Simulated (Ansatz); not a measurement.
# CmPd3: how far a computed U hangs on its recipe, part 2 of 2

Linear response gives U from how a shell's filling answers a small shift of its potential. The runs below do this for CmPd3.

functionals named at each step; plane waves, U on orthogonalised atomic orbitals unless named otherwise, collinear spin, no spin–orbit coupling.

So far, computed U (eV): step 4 (PBE, one cell) 3.28; step 5 (PBE, q-mesh 2×2×2) 3.45.

In doubt: an open 5f shell, unless half filled, can sit in one of many states, so energies may not be the lowest and differences between runs may mislead.

**7. PBE, shifted q-mesh 2×2×2**

Level of this step: PBE with U on Cm f by linear response, ortho-atomic projectors (Ansatz).

A mesh of wavevectors stands for a supercell in which the shifted site is farther from its images; shifted off q = 0, it leaves out the wavevector at which all images move together.

Input file input.yaml:

```yaml
crystal:
  lattice:
    - [8.294, 0.0, 0.0]
    - [4.147, 4.147, 0.0]
    - [4.147, 0.0, 4.147]
  atoms:
    - { symbol: Cm, position: [0.0, 0.0, 0.0], spin: 7.5 }
    - { symbol: Cm, position: [0.5, 0.0, 0.0], spin: -7.5 }
    - { symbol: Pd, position: [0.5, 0.5, 0.5] }
    - { symbol: Pd, position: [0.0, 0.5, 0.5] }
    - { symbol: Pd, position: [0.0, 0.0, 0.5] }
    - { symbol: Pd, position: [0.5, 0.0, 0.5] }
    - { symbol: Pd, position: [0.0, 0.5, 0.0] }
    - { symbol: Pd, position: [0.5, 0.5, 0.0] }
magnetization:
  spin_polarized: true
kpoints:
  mp_grid: { grid: [8, 8, 8] }
hamiltonian:
  xc: pbe
  hubbard:
    sites: [{ species: Cm, l: f, u_eff: linear-response }]
    projectors: ortho-atomic
    lr: { qmesh: [2, 2, 2], qmesh_shift: [0.5, 0.5, 0.5] }
scf:
  occupations: { method: fermi_dirac, width: 0.1 }
output:
  eigenvalues: true
```

The run is started by

```console
ansatz run input.yaml --threads 4 --pin off --max-ram 10240MiB --backend cpu --events-out ev --progress --plain --runs-dir out
```

Numbers of over 12 decimals in the logs are rounded to 6 here.

The log of the run:

```text
[...]
LR-U cycle 1: input U_eff = [0.000, 0.000] eV
Crystal: 8 atoms, lattice volume = 142.637 Å³
Basis set: ecut = 420 eV, 2741 PW (Γ)
Bands: 96, of which v1, the nominal top of the filled ones, is band 72 counted from 1 (71 counted from 0)
Symmetry: 48 space group operations
[...]
k-points: 29 of 512
[...]
Starting moments: Σ|m| = 15 μB on 2 of 8 sites
[...]
k-point 1 ↑: bands = [... 68 lower, 18.2652, 18.5252, 18.7796, 20.5028, 20.9917, 20.9917, 21.0792, 21.4382, ... 20 higher]
  k-point 2 ↑: bands = [... 68 lower, 17.7726, 17.8762, 18.5258, 19.2124, 19.5913, 20.8670, 20.8670, 21.4816, ... 20 higher]
  k-point 28 ↓: bands = [... 68 lower, 17.4689, 18.2947, 18.3000, 18.8235, 19.4592, 20.9103, 20.9103, 21.0745, ... 20 higher]
Occupation matrices written to <dir>
[key lines of the parts left out:]
SCF converged after 13 iterations
Magnetization: 0.0000 μB (72.0000 up, 72.0000 down)
Free energy (F): -74231.321279 eV
Fermi energy:    18.631969 eV
```

Wall time 15 min (4 threads of Arm Neoverse V2, shared host); peak memory 8.1 GiB.

Site by site:

```csv
site,electrons,χ₀ (1/eV),χ (1/eV),U (eV)
Cm1,7.227,-0.1485,-0.09806,3.47
Cm2,7.227,-0.1485,-0.09806,3.47
```

For Cm1 the on-site elements alone give 1/χ₀ − 1/χ = 3.47 eV, the inverses of the full matrices 3.47 eV, and the program reports 3.47 eV. The state, moments and gap printed next belong to the closing SCF at this U.

Numbers from this step:

```yaml
magnetization: 0 μB
final_state: antiferromagnetic
largest_moment: 6.797 μB
```

U on Cm is 3.47 eV here against 3.45 eV (+0.4 %) in the run that differs in the way the response is sampled alone (PBE, q-mesh 2×2×2), at 2.6 times its CPU time. Only one of the two values carries the program's interpolation, which is part of the difference.

**8. PBE, one cell, self-consistent**

The one-shot value comes from a state without U, which may be far from the corrected one. Cycling feeds each U back until it stands.

input.yaml, as its differences from that of step 7:

```diff
@@ -17,3 +17,3 @@
 kpoints:
-  mp_grid: { grid: [8, 8, 8] }
+  mp_grid: { grid: [7, 7, 7] }
 hamiltonian:
@@ -21,5 +21,5 @@
   hubbard:
-    sites: [{ species: Cm, l: f, u_eff: linear-response }]
+    sites: [{ species: Cm, l: f, u_eff: self-consistent }]
     projectors: ortho-atomic
-    lr: { qmesh: [2, 2, 2], qmesh_shift: [0.5, 0.5, 0.5] }
+    lr: { max_cycles: 12 }
 scf:
```

The log of the run:

```text
[...]
LR-U cycle 1: input U_eff = [0.000, 0.000] eV
Crystal: 8 atoms, lattice volume = 142.637 Å³
Basis set: ecut = 420 eV, 2741 PW (Γ)
Bands: 96, of which v1, the nominal top of the filled ones, is band 72 counted from 1 (71 counted from 0)
Symmetry: 48 space group operations
[...]
k-points: 20 of 343
[...]
Starting moments: Σ|m| = 15 μB on 2 of 8 sites
[...]
k-point 1 ↑: bands = [... 68 lower, 18.1845, 18.5162, 18.6162, 20.3123, 20.8510, 20.9423, 20.9423, 21.3488, ... 20 higher]
  k-point 2 ↑: bands = [... 68 lower, 17.7405, 17.7768, 18.5170, 18.8536, 19.1578, 20.8296, 20.8296, 21.3525, ... 20 higher]
  k-point 19 ↓: bands = [... 68 lower, 17.4799, 18.2688, 18.3111, 18.8882, 19.6483, 20.9169, 20.9169, 21.0798, ... 20 higher]
Occupation matrices written to <dir>
[key lines of the parts left out:]
SCF converged after 13 iterations
Magnetization: 0.0000 μB (72.0000 up, 72.0000 down)
Free energy (F): -74231.398384 eV
Fermi energy:    18.619143 eV
```

Elapsed: 83 s, on 4 threads; peak memory 1.1 GiB; 5.4 min of CPU time.

U by cycle:

```csv
cycle,U put in (eV),largest change (eV)
1,0,3.3
2,3.28,0.39
3,2.88,0.038
4,2.92,0.0037
```

The response of each shell:

```csv
site,electrons,χ₀ (1/eV),χ (1/eV),U (eV)
Cm1,7.138,-0.06126,-0.05196,2.92
Cm2,7.138,-0.06126,-0.05196,2.92
```

For Cm1 the on-site elements alone give 1/χ₀ − 1/χ = 2.92 eV, the inverses of the full matrices 2.92 eV, and the program reports 2.92 eV. The state, moments and gap printed next belong to the closing SCF at this U.

Numbers from this step:

- magnetization: 0 μB
- final state: antiferromagnetic
- largest moment: 6.783 μB

U on Cm is 2.92 eV here against 3.28 eV (-11 %) in the run that differs in self-consistency alone (PBE, one cell), at 2.6 times its CPU time. Both come from one cell, whose images are shifted too.

**9. PBE, q-mesh 2×2×2, atomic projectors**

The orbitals on which electrons are counted define U, so another set of projectors gives another number.

input.yaml, as its differences from that of step 8:

```diff
@@ -17,3 +17,3 @@
 kpoints:
-  mp_grid: { grid: [7, 7, 7] }
+  mp_grid: { grid: [8, 8, 8] }
 hamiltonian:
@@ -21,5 +21,5 @@
   hubbard:
-    sites: [{ species: Cm, l: f, u_eff: self-consistent }]
-    projectors: ortho-atomic
-    lr: { max_cycles: 12 }
+    sites: [{ species: Cm, l: f, u_eff: linear-response }]
+    projectors: atomic
+    lr: { qmesh: [2, 2, 2] }
 scf:
```

The log of the run:

```text
[...]
LR-U cycle 1: input U_eff = [0.000, 0.000] eV
Crystal: 8 atoms, lattice volume = 142.637 Å³
Basis set: ecut = 420 eV, 2741 PW (Γ)
Bands: 96, of which v1, the nominal top of the filled ones, is band 72 counted from 1 (71 counted from 0)
Symmetry: 48 space group operations
[...]
k-points: 29 of 512
[...]
Starting moments: Σ|m| = 15 μB on 2 of 8 sites
[...]
k-point 1 ↑: bands = [... 68 lower, 18.2624, 18.5213, 18.7695, 20.4596, 20.9326, 20.9326, 21.0225, 21.2814, ... 20 higher]
  k-point 2 ↑: bands = [... 68 lower, 17.7691, 17.8724, 18.5219, 19.2112, 19.5789, 20.8429, 20.8429, 21.3054, ... 20 higher]
  k-point 28 ↓: bands = [... 68 lower, 17.5060, 18.2909, 18.2962, 18.8221, 19.4674, 20.9009, 20.9009, 21.0732, ... 20 higher]
Occupation matrices written to <dir>
[key lines of the parts left out:]
SCF converged after 13 iterations
Magnetization: 0.0000 μB (72.0000 up, 72.0000 down)
Free energy (F): -74231.283312 eV
Fermi energy:    18.631509 eV
```

Wall time 5.2 min (4 threads); peak memory 3 GiB.

Bare and screened response, and U:

```csv
site,electrons,χ₀ (1/eV),χ (1/eV),U (eV)
Cm1,7.312,-0.1772,-0.1196,2.72
Cm2,7.312,-0.1772,-0.1196,2.72
```

For Cm1 the on-site elements alone give 1/χ₀ − 1/χ = 2.72 eV, the inverses of the full matrices 2.72 eV, and the program reports 2.72 eV. The state, moments and gap printed next belong to the closing SCF at this U.

Numbers from this step:

```
magnetization  : 0 μB
final state    : antiferromagnetic
largest moment : 6.786 μB
```

U on Cm is 2.72 eV here against 3.45 eV (-21 %) in the run that differs in the projectors alone (PBE, q-mesh 2×2×2), at 0.90 times its CPU time.

**10. PBE, q-mesh 2×2×2, D4 dispersion**

A mesh of wavevectors stands for a supercell in which the shifted site is farther from its images. Changed on purpose: D4 dispersion.

input.yaml, as its differences from that of step 9:

```diff
@@ -22,4 +22,5 @@
     sites: [{ species: Cm, l: f, u_eff: linear-response }]
-    projectors: atomic
+    projectors: ortho-atomic
     lr: { qmesh: [2, 2, 2] }
+  dispersion: d4
 scf:
```

The log of the run:

```text
[...]
LR-U cycle 1: input U_eff = [0.000, 0.000] eV
Crystal: 8 atoms, lattice volume = 142.637 Å³
Basis set: ecut = 420 eV, 2741 PW (Γ)
Bands: 96, of which v1, the nominal top of the filled ones, is band 72 counted from 1 (71 counted from 0)
Symmetry: 48 space group operations
[...]
k-points: 29 of 512
[...]
Starting moments: Σ|m| = 15 μB on 2 of 8 sites
[...]
k-point 1 ↑: bands = [... 68 lower, 18.2651, 18.5250, 18.7793, 20.5023, 20.9912, 20.9912, 21.0785, 21.4361, ... 20 higher]
  k-point 2 ↑: bands = [... 68 lower, 17.7724, 17.8760, 18.5257, 19.2124, 19.5911, 20.8667, 20.8667, 21.4796, ... 20 higher]
  k-point 28 ↓: bands = [... 68 lower, 17.4691, 18.2945, 18.2998, 18.8234, 19.4593, 20.9102, 20.9102, 21.0744, ... 20 higher]
Occupation matrices written to <dir>
[key lines of the parts left out:]
SCF converged after 13 iterations
Magnetization: 0.0000 μB (72.0000 up, 72.0000 down)
Free energy (F): -74236.966325 eV
Fermi energy:    18.631862 eV
```

The job ended after 5.2 min (4 threads; peak memory 3 GiB).

The response of each shell:

```csv
site,electrons,χ₀ (1/eV),χ (1/eV),U (eV)
Cm1,7.227,-0.1483,-0.09805,3.45
Cm2,7.227,-0.1483,-0.09805,3.45
```

For Cm1 the on-site elements alone give 1/χ₀ − 1/χ = 3.45 eV, the inverses of the full matrices 3.45 eV, and the program reports 3.45 eV. The state, moments and gap printed next belong to the closing SCF at this U.

This step gave:

```yaml
magnetization: 0 μB
final_state: antiferromagnetic
largest_moment: 6.797 μB
```

U on Cm is 3.45 eV here against 3.45 eV (+0.0 %) in the run that differs in the settings alone (PBE, q-mesh 2×2×2), at 0.91 times its CPU time.

**11. PBE, supercell ×2**

An explicit supercell repeats the cell in place of a mesh of wavevectors.

input.yaml, as its differences from that of step 10:

```diff
@@ -23,4 +23,3 @@
     projectors: ortho-atomic
-    lr: { qmesh: [2, 2, 2] }
-  dispersion: d4
+    lr_supercell: 2
 scf:
```

The log of the run:

```text
Engine: ansatz 0.2.0, aarch64-unknown-linux-gnu
Pseudopotentials: kind: paw
Pseudopotential: Cm, paw, valence charge 18, recommended cutoff 420 eV (normal), Cm.paw.azcp
Pseudopotential: Pd, paw, valence charge 18, recommended cutoff 420 eV (normal), Pd.paw.azcp
Functional definition: PBE
  parameter kappa = 0.804
  parameter beta = 0.066725
  exchange = pbe_x(kappa = kappa, mu = beta*pi^2/3)
  correlation = pbe_c(beta = beta)
davidson cushion auto → off  (block headroom 24 ≥ Hubbard manifold empty extent 7; pin scf.eigensolver.cushion to override)
[...]
with nothing else changed it takes a maximum of at least 10.59 GiB, with nothing to spare, and 11.65 GiB leaves up to a tenth: --max-ram 11.65GiB where that set the maximum, else more of the term that did, and with no share typed, where 11.65 GiB is over 0.88 of the host's memory or its container's limit, a share of 0.88 or more that holds the maximum too (--max-ram-frac F), where one does; The budget is ten eleventh [...]
```

Elapsed: 0.72 s, on 4 threads; peak memory 0.2 GiB.

The program refused the input before any cycle.

The program's message: “Error: memory limit exceeded: the `scf loop` phase of `linear-response N=2 supercell reference` needs 10.59 GiB against the run's memory maximum of 10.00 GiB; largest carriers: wavefunctions 4.08 GiB, …”

**12. Comparison**

1 further run (PBE, q-mesh 2×2×2, self-consistent) did not converge, ran out of time or was refused, and is not shown.

```csv
run,k-mesh,state of the response,U(Cm) (eV),largest moment at that U (μB),CPU time
PBE,10×10×10,-,0,6.66,76 s
"PBE, one cell",7×7×7,chosen order,3.28,6.79,2.1 min
"PBE, q-mesh 2×2×2",8×8×8,chosen order,3.45,6.80,23 min
"PBE, shifted q-mesh 2×2×2",8×8×8,chosen order,3.47,6.80,59 min
"PBE, one cell, self-consistent",7×7×7,chosen order,2.92,6.78,5.4 min
"PBE, q-mesh 2×2×2, atomic projectors",8×8×8,chosen order,2.72,6.79,20 min
"PBE, q-mesh 2×2×2, D4 dispersion",8×8×8,chosen order,3.45,6.80,21 min
```

**13. Outcome**

```
U(Cm), one-shot value on the finest mesh : 3.47 eV
U(Cm), self-consistent (one cell)        : 2.92 eV
range of U(Cm) over these recipes        : 2.72 to 3.47 eV
```

In words: Linear response puts U for Cm in CmPd3 at 3.5 eV (PBE, shifted q-mesh 2×2×2), and the recipes tried spread from 2.7 to 3.5 eV. The cheapest one-shot value (PBE, one cell) is 3.28 eV and that on the finest mesh (PBE, shifted q-mesh 2×2×2) 3.47 eV, -5 % apart, at 28 times the CPU time. Iterating U to self-consistency took 4 cycles and ends at 2.92 eV, against 3.28 eV in one shot on the same sampling. The magnetic states on which the responses were measured: chosen order; 3 starts finished among the 3 run to choose the order. For 5f shells spin–orbit coupling is as large as these effects and is left out here, so moments and couplings are those of a spin-only model.

2 further runs of the session are left out of this account and of its counts and ranges: runs hit by known faults of a program or its files, repeats, responses too ill-conditioned to give a U, cells squeezed past sense, harmless faults, or fits whose shells could not be counted again from the structure.

[Logs and program files are shortened in this print: banners, set-up blocks, solver, clock and traceback lines can be left out without a mark of their own.]

[Logs are printed without paths, hosts, clocks, repeated set-up lines and the standing remarks that a program may print on its own settings, such as how far it seeks lower states.]

[Hosts, paths, dates, database ids (printed as entryN), source tags and the programs' standing remarks are cut or masked in the printed files.]

[Where a cell is said to come from a database of computed structures, the database is the Materials Project.]
